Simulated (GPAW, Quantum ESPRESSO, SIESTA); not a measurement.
# In-plane stress of rocksalt TaN under biaxial strain, GPAW plane waves, PBE

Calculated with GPAW 26.7.0: PBE; plane waves, PAW, 900 eV; k-mesh 7×7×7. The first two cell vectors are strained alike from typed lattice constants; the third vector's length and the atoms are relaxed. The geometries are those relaxed at QE, PBE. The typed cell isn't stress-free: at zero strain the reference's in-plane stress is -0.8 GPa, compression positive.

| in-plane strain (%) | in-plane stress (GPa, compression positive) |
| --- | --- |
| -4 | 40.98 |
| -3 | ? |
| -2 | 18.55 |
| -1 | 8.63 |
| 0 | -0.2761 |
| +1 | -8.071 |
| +2 | -14.73 |
| +3 | -20.17 |
| +4 | -24.33 |

Task: Fit a second-order form in the logarithmic strain to the rows given and interpolate to the withheld row.

Worked fit:

With u = ln[(1 + ε)/(1 + ε0)], counted from the row at ε0 = +0 % where y0 = -0.2761, a second-order form y = y0 + a u + b u² makes v = (y − y0)/u a line in u.

| u | v |
| --- | --- |
| -0.0408220 | -1010.63 |
| -0.0202027 | -931.860 |
| -0.0100503 | -886.149 |
| 0.00995033 | -783.381 |
| 0.0198026 | -729.898 |
| 0.0295588 | -673.028 |
| 0.0392207 | -613.296 |

With n = 7: mean u = 0.00392249, mean v = -804.035, Σ(u − ū)² = 0.0049710, Σ(u − ū)(v − v̄) = 24.868. Slope b = 24.868 / 0.0049710 = 5002.7; intercept a = v̄ − b ū = -823.66.

At the withheld row u = -0.03046, v = a + b u = -976.0, and y = y0 + u v.

Prediction at -3: 29.45 GPa. The run gave 29.33 GPa, so the fit is high by 0.12 GPa (0.42 % of the value).

The first-order term gives a biaxial modulus of 824 GPa at ε0. The second-order term makes up 16 % of v at the withheld row. Among the rows given, the largest miss of the fit is at -4, by 0.70 GPa (1.1 % of the range of the table).

Limits: The nuclei are static. The DFT runs use Fermi–Dirac occupations of width 0.1 eV, and energies are free energies. Rocksalt TaN is a high-temperature or thin-film form, not the ground state.

[Hosts, paths, dates, database ids (printed as entryN), source tags and the programs' standing remarks are cut or masked in the printed files.]
